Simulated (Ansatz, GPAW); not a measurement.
# Work function of a 5-layer slab of Ba(100) at several levels, part 2 of 3

How far do functional and basis move the work function of a 5-layer slab of Ba(100)?

GPAW 26.7.0 and Ansatz 0.2.0; Ansatz plane waves; slab in vacuum with a dipole correction, relaxation (the session's first sound run).

So far, upper work function (eV): step 2 (relaxation) 2.36.

## 3. Plane waves, PBE

The work function is the vacuum plateau of the electrostatic potential less the Fermi level; a dipole layer lets the two faces have plateaus of their own.

This step: GPAW, PAW setups; slab in vacuum (GPAW 26.7.0).

run.py reads:

```python
import json
import numpy as np
from ase import Atoms
from gpaw import GPAW, PW

slab = Atoms(
    ['Ba', 'Ba', 'Ba', 'Ba', 'Ba'],
    positions=[
        [0.00000, 0.00000, 8.00000],
        [2.51000, 2.51000, 10.51000],
        [-0.00000, 0.00000, 12.96149],
        [2.51000, 2.51000, 15.42771],
        [-0.00000, 0.00000, 18.05892]],
    cell=[[5.02, 0.0, 0.0], [0.0, 5.02, 0.0], [0.0, 0.0, 26.04]],
    pbc=[True, True, False])

slab.calc = GPAW(mode=PW(400), xc='PBE', kpts={'size': (6, 6, 1), 'gamma': True},
                 occupations={'name': 'fermi-dirac', 'width': 0.1}, nbands='140%',
                 convergence={'density': 1e-05}, maxiter=200,
                 poissonsolver={'dipolelayer': 'xy'},
                 symmetry={'tolerance': 1e-3}, txt='slab.txt')
result = {}
energy = slab.get_potential_energy()
fermi = slab.calc.get_fermi_level()
v = slab.calc.get_electrostatic_potential().mean((0, 1)) - fermi
n = slab.calc.get_pseudo_density().mean((0, 1))
L = slab.cell[2, 2]
z = np.arange(len(v)) * L / len(v)
low, high = slab.positions[:, 2].min(), slab.positions[:, 2].max()
below, above = np.interp([low - 5.8, high + 5.8], z, v)
slopes = [np.interp(x, z, np.gradient(v, z)) for x in (low - 5.8, high + 5.8)]
eps = np.array([[slab.calc.get_eigenvalues(k, s) for k in range(len(slab.calc.get_ibz_k_points()))]
                for s in range(slab.calc.get_number_of_spins())]) - fermi
top, bottom = eps[eps < 0].max(), eps[eps > 0].min()
dipole = slab.get_dipole_moment()[2]
print(f'energy {energy:.4f} eV, Fermi level {fermi:.4f} eV, dipole {dipole:.5f} e A')
print(f'potential 5.8 A off the faces, from the Fermi level: lower {below:.4f} eV, upper {above:.4f} eV')
print(f'slope of the potential there: lower {slopes[0]:.5f}, upper {slopes[1]:.5f} eV/A')
print(f'nearest levels on the mesh: {top:.4f} and {bottom:.4f} eV')
print('magnetic moment', round(slab.get_magnetic_moment(), 3))
result.update(energy=energy, fermi=fermi, dipole=dipole, below=below, above=above, slopes=slopes, edges=[top, bottom],
              z=z.tolist(), v=v.tolist(), n=n.tolist(), positions=slab.positions.tolist(),
              forces=slab.get_forces(apply_constraint=False).tolist(), moments=slab.get_magnetic_moments().tolist())
json.dump(result, open('result.json', 'w'))
```

Run with:

```
> OMP_NUM_THREADS=1 OPENBLAS_NUM_THREADS=1 python run.py
```

Output:

```text
energy -8.3080 eV, Fermi level 1.2824 eV, dipole 0.00182 e A
potential 5.8 A off the faces, from the Fermi level: lower 2.3690 eV, upper 2.3558 eV
slope of the potential there: lower -0.00144, upper 0.00148 eV/A
nearest levels on the mesh: -0.0130 and 0.0710 eV
magnetic moment 0.0
```

It took 3.2 min on 1 thread of Arm Neoverse V1, shared host; peak memory 0.34 GiB.

This step gave:

| Property | Result |
| --- | --- |
| dipole along the normal | 0.001824 e·Å |
| levels nearest the Fermi level on the mesh | -0.01301, 0.07098 eV from the Fermi level |
| upper work function | 2.356 eV |
| lower work function | 2.369 eV |

The electrostatic potential energy of an electron (without an applied field's), less the Fermi level, planar mean oscillates, so the rows of the table below give means over windows of 2.5 Å about each position, cut where the curve ends. Its maxima inside the range that stand out by 2 % of the span (Å: eV): 9.3: -0.628, 11.8: -0.756, 14.2: -0.733, 16.7: -0.257. Its minima: 8.0: -12.2, 10.5: -11.7, 12.9: -11.8, 15.4: -11.7, 18.0: -12.2.

Table of electrostatic potential energy of an electron (without an applied field's), less the Fermi level, planar mean by z; means over each step:

```
z (Å)  electrostatic potential energy of an electron (without an applied field's), less the Fermi level, planar mean (eV)
 1.25                                                                                                                2.37
 3.75                                                                                                                2.34
 6.25                                                                                                               0.674
 8.75                                                                                                               -5.17
11.25                                                                                                               -5.12
13.75                                                                                                               -5.15
16.25                                                                                                               -4.62
18.75                                                                                                               -4.22
21.25                                                                                                                2.20
23.75                                                                                                                2.35
```

The pseudo valence density, planar mean oscillates, so the rows of the table below give means over windows of 1 Å about each position, cut where the curve ends. Its maxima inside the range that stand out by 2 % of the span (Å: e/Å³): 7.7: 0.207, 8.3: 0.215, 10.2: 0.217, 10.8: 0.219, 12.5: 0.218, 13.3: 0.221, 15.0: 0.219, 15.8: 0.221, 17.7: 0.215, 18.5: 0.205. Its minima: 7.9: 0.179, 9.2: 0.0750, 10.4: 0.188, 11.7: 0.0788, 12.9: 0.183, 14.2: 0.0759, 15.4: 0.181, 16.7: 0.0654, 18.1: 0.177.

Table of pseudo valence density, planar mean by z; means over each step:

```
z (Å)  pseudo valence density, planar mean (e/Å³)
    2                                      1.2e-5
    3                                      7.0e-5
    4                                      3.8e-4
    5                                     0.00188
    6                                     0.00894
    7                                      0.0897
    8                                       0.197
    9                                       0.117
   10                                       0.178
   11                                       0.179
   12                                       0.125
   13                                       0.204
   14                                       0.117
   15                                       0.183
   16                                       0.170
   17                                       0.103
   18                                       0.197
   19                                       0.100
   20                                      0.0101
   21                                     0.00210
   22                                      4.3e-4
   23                                      7.9e-5
   24                                      1.4e-5
```

Force by atom:

```
atom  x (eV/Å)  y (eV/Å)  z (eV/Å)    size
 Ba1    0.0000    0.0000   -0.0814  0.0814
 Ba2    0.0000    0.0000    0.0752  0.0752
 Ba3    0.0000    0.0000    0.0013  0.0013
 Ba4    0.0000    0.0000    0.0038  0.0038
 Ba5    0.0000    0.0000    0.0011  0.0011
```

The potential is flat to 0.001 eV/Å where it is read, so the vacuum is wide enough. The geometry is the other program's minimum; here the largest force on a free atom is 0.0038 eV/Å.

## 4. OptPBE vdW: xc = "optPBE-vdW"

The same geometry under optPBE-vdW, to see how far the functional moves the levels against the vacuum (the van der Waals functionals take revPBE setups).

run.py: that of step 3 with these lines changed.

```diff
@@ -16,3 +16,3 @@
 
-slab.calc = GPAW(mode=PW(400), xc='PBE', kpts={'size': (6, 6, 1), 'gamma': True},
+slab.calc = GPAW(mode=PW(400), xc='optPBE-vdW', kpts={'size': (6, 6, 1), 'gamma': True},
                  occupations={'name': 'fermi-dirac', 'width': 0.1}, nbands='140%',
```

Output:

```text
energy -82.3320 eV, Fermi level 1.1935 eV, dipole 0.00218 e A
potential 5.8 A off the faces, from the Fermi level: lower 2.5450 eV, upper 2.5292 eV
slope of the potential there: lower -0.00263, upper 0.00275 eV/A
nearest levels on the mesh: -0.0412 and 0.0036 eV
magnetic moment 0.0
```

The job ended after 5.4 min (1 thread; peak memory 0.7 GiB).

This step gave:

```
dipole along the normal                    : 0.002177 e·Å
levels nearest the Fermi level on the mesh : -0.04119, 0.003642 eV from the Fermi level
upper work function                        : 2.529 eV
lower work function                        : 2.545 eV
```

The electrostatic potential energy of an electron (without an applied field's), less the Fermi level, planar mean oscillates, so the rows of the table below give means over windows of 2.5 Å about each position, cut where the curve ends. Its maxima inside the range that stand out by 2 % of the span (Å: eV): 9.3: -0.617, 11.8: -0.736, 14.2: -0.712, 16.7: -0.245. Its minima: 8.0: -12.2, 10.5: -11.7, 12.9: -11.8, 15.4: -11.7, 18.0: -12.2.

Electrostatic potential energy of an electron (without an applied field's), less the Fermi level, planar mean against z; means over each step:

z (Å), electrostatic potential energy of an electron (without an applied field's), less the Fermi level, planar mean (eV) and a bar from the least value:
```
     1.25        2.5 ##############################
     3.75        2.5 ##############################
     6.25        0.8 #######################
     8.75       -5.2 
    11.25       -5.1 
    13.75       -5.1 
    16.25       -4.6 ##
    18.75       -4.2 ####
    21.25        2.3 #############################
    23.75        2.5 ##############################
```

The pseudo valence density, planar mean oscillates, so the rows of the table below give means over windows of 1 Å about each position, cut where the curve ends. Its maxima inside the range that stand out by 2 % of the span (Å: e/Å³): 7.7: 0.207, 8.3: 0.215, 10.2: 0.217, 10.8: 0.219, 12.5: 0.218, 13.3: 0.221, 15.0: 0.219, 15.8: 0.221, 17.7: 0.215, 18.5: 0.205. Its minima: 7.9: 0.179, 9.2: 0.0750, 10.4: 0.188, 11.7: 0.0787, 12.9: 0.183, 14.2: 0.0758, 15.4: 0.181, 16.7: 0.0653, 18.1: 0.176.

Table of pseudo valence density, planar mean by z; means over each step:

```
z (Å)  pseudo valence density, planar mean (e/Å³)
    2                                      2.1e-5
    3                                      1.1e-4
    4                                      4.6e-4
    5                                     0.00199
    6                                     0.00901
    7                                      0.0896
    8                                       0.197
    9                                       0.117
   10                                       0.178
   11                                       0.179
   12                                       0.125
   13                                       0.204
   14                                       0.117
   15                                       0.183
   16                                       0.170
   17                                       0.103
   18                                       0.196
   19                                      0.0999
   20                                      0.0102
   21                                     0.00220
   22                                      5.2e-4
   23                                      1.2e-4
   24                                      2.4e-5
   25                                      4.1e-6
```

Force by atom:

```
atom  x (eV/Å)  y (eV/Å)  z (eV/Å)    size
 Ba1    0.0000    0.0000   -0.0593  0.0593
 Ba2    0.0000    0.0000    0.0878  0.0878
 Ba3    0.0000    0.0000    0.0028  0.0028
 Ba4    0.0000    0.0000   -0.0113  0.0113
 Ba5    0.0000    0.0000   -0.0202  0.0202
```

The upper face's work function is 2.529 eV, against 2.356 eV in the first plane-wave PBE run at this geometry.

## 5. Self-consistent run: xc = "revPBE"

The same geometry under revPBE, to see how far the functional moves the levels against the vacuum.

run.py: that of step 4 with these lines changed.

```diff
@@ -16,3 +16,3 @@
 
-slab.calc = GPAW(mode=PW(400), xc='optPBE-vdW', kpts={'size': (6, 6, 1), 'gamma': True},
+slab.calc = GPAW(mode=PW(400), xc='revPBE', kpts={'size': (6, 6, 1), 'gamma': True},
                  occupations={'name': 'fermi-dirac', 'width': 0.1}, nbands='140%',
```

Output:

```text
energy -7.4579 eV, Fermi level 1.3714 eV, dipole 0.00166 e A
potential 5.8 A off the faces, from the Fermi level: lower 2.2672 eV, upper 2.2552 eV
slope of the potential there: lower -0.00162, upper 0.00169 eV/A
nearest levels on the mesh: -0.0059 and 0.0646 eV
magnetic moment 0.0
```

Elapsed: 3.7 min, on 1 thread; peak memory 0.34 GiB.

Numbers from this step:

| Property | Result |
| --- | --- |
| dipole along the normal | 0.001660 e·Å |
| levels nearest the Fermi level on the mesh | -0.005880, 0.06461 eV from the Fermi level |
| upper work function | 2.255 eV |
| lower work function | 2.267 eV |

The electrostatic potential energy of an electron (without an applied field's), less the Fermi level, planar mean oscillates, so the rows of the table below give means over windows of 2.5 Å about each position, cut where the curve ends. Its maxima inside the range that stand out by 2 % of the span (Å: eV): 9.3: -0.714, 11.8: -0.846, 14.2: -0.825, 16.7: -0.343. Its minima: 8.0: -12.3, 10.5: -11.8, 12.9: -11.9, 15.4: -11.8, 18.0: -12.2.

The electrostatic potential energy of an electron (without an applied field's), less the Fermi level, planar mean by z; means over each step:

z (Å), electrostatic potential energy of an electron (without an applied field's), less the Fermi level, planar mean (eV) and a bar from the least value:
```
     1.25        2.3 ##############################
     3.75        2.2 ##############################
     6.25        0.6 #######################
     8.75       -5.2 
    11.25       -5.2 
    13.75       -5.2 
    16.25       -4.7 ##
    18.75       -4.3 ####
    21.25        2.1 #############################
    23.75        2.3 ##############################
```

The upper face's work function is 2.255 eV, against 2.356 eV in the first plane-wave PBE run at this geometry.

## 6. Self-consistent run: xc = "RPBE"

The same geometry under RPBE, to see how far the functional moves the levels against the vacuum.

run.py: that of step 5 with these lines changed.

```diff
@@ -16,3 +16,3 @@
 
-slab.calc = GPAW(mode=PW(400), xc='revPBE', kpts={'size': (6, 6, 1), 'gamma': True},
+slab.calc = GPAW(mode=PW(400), xc='RPBE', kpts={'size': (6, 6, 1), 'gamma': True},
                  occupations={'name': 'fermi-dirac', 'width': 0.1}, nbands='140%',
```

Output:

```text
energy -7.3221 eV, Fermi level 1.3880 eV, dipole 0.00173 e A
potential 5.8 A off the faces, from the Fermi level: lower 2.2640 eV, upper 2.2515 eV
slope of the potential there: lower -0.00172, upper 0.00179 eV/A
nearest levels on the mesh: -0.0039 and 0.0621 eV
magnetic moment 0.0
```

The job ended after 3.3 min (1 thread; peak memory 0.34 GiB).

This step gave:

| Property | Result |
| --- | --- |
| dipole along the normal | 0.001730 e·Å |
| levels nearest the Fermi level on the mesh | -0.003904, 0.06211 eV from the Fermi level |
| upper work function | 2.252 eV |
| lower work function | 2.264 eV |

The electrostatic potential energy of an electron (without an applied field's), less the Fermi level, planar mean by z:

```
z (Å)  electrostatic potential energy of an electron (without an applied field's), less the Fermi level, planar mean (eV)
  0.0                                                                                                                2.26
  0.5                                                                                                                2.26
  1.0                                                                                                                2.26
  1.5                                                                                                                2.26
  2.0                                                                                                                2.26
  2.5                                                                                                                2.26
  3.0                                                                                                                2.26
  3.5                                                                                                                2.26
  4.0                                                                                                                2.24
  4.5                                                                                                                2.21
  5.0                                                                                                                2.15
  5.5                                                                                                                2.00
  6.0                                                                                                                1.69
  6.5                                                                                                                1.02
  7.0                                                                                                              -0.663
  7.5                                                                                                               -5.86
  8.0                                                                                                               -12.2
  8.5                                                                                                               -6.06
  9.0                                                                                                               -1.31
  9.5                                                                                                               -1.08
 10.0                                                                                                               -5.43
 10.5                                                                                                               -11.8
 11.0                                                                                                               -5.85
 11.5                                                                                                               -1.28
 12.0                                                                                                               -1.41
 12.5                                                                                                               -6.36
 13.0                                                                                                               -11.9
 13.5                                                                                                               -5.21
 14.0                                                                                                               -1.14
 14.5                                                                                                               -1.54
 15.0                                                                                                               -6.85
 15.5                                                                                                               -11.6
 16.0                                                                                                               -4.47
 16.5                                                                                                              -0.647
 17.0                                                                                                              -0.869
 17.5                                                                                                               -5.07
 18.0                                                                                                               -12.1
 18.5                                                                                                               -6.89
 19.0                                                                                                               -1.06
 19.5                                                                                                               0.857
 20.0                                                                                                                1.61
 20.5                                                                                                                1.96
 21.0                                                                                                                2.12
 21.5                                                                                                                2.19
 22.0                                                                                                                2.23
 22.5                                                                                                                2.24
 23.0                                                                                                                2.25
 23.5                                                                                                                2.25
 24.0                                                                                                                2.25
 24.5                                                                                                                2.25
 25.0                                                                                                                2.25
 25.5                                                                                                                2.25
```

The upper face's work function is 2.252 eV, against 2.356 eV in the first plane-wave PBE run at this geometry.

(Part 2 of 3 ends here.)

[Logs are printed without paths, hosts, clocks, repeated set-up lines and the standing remarks that a program may print on its own settings, such as how far it seeks lower states.]

[Hosts, paths, dates, database ids (printed as entryN), source tags and the programs' standing remarks are cut or masked in the printed files.]
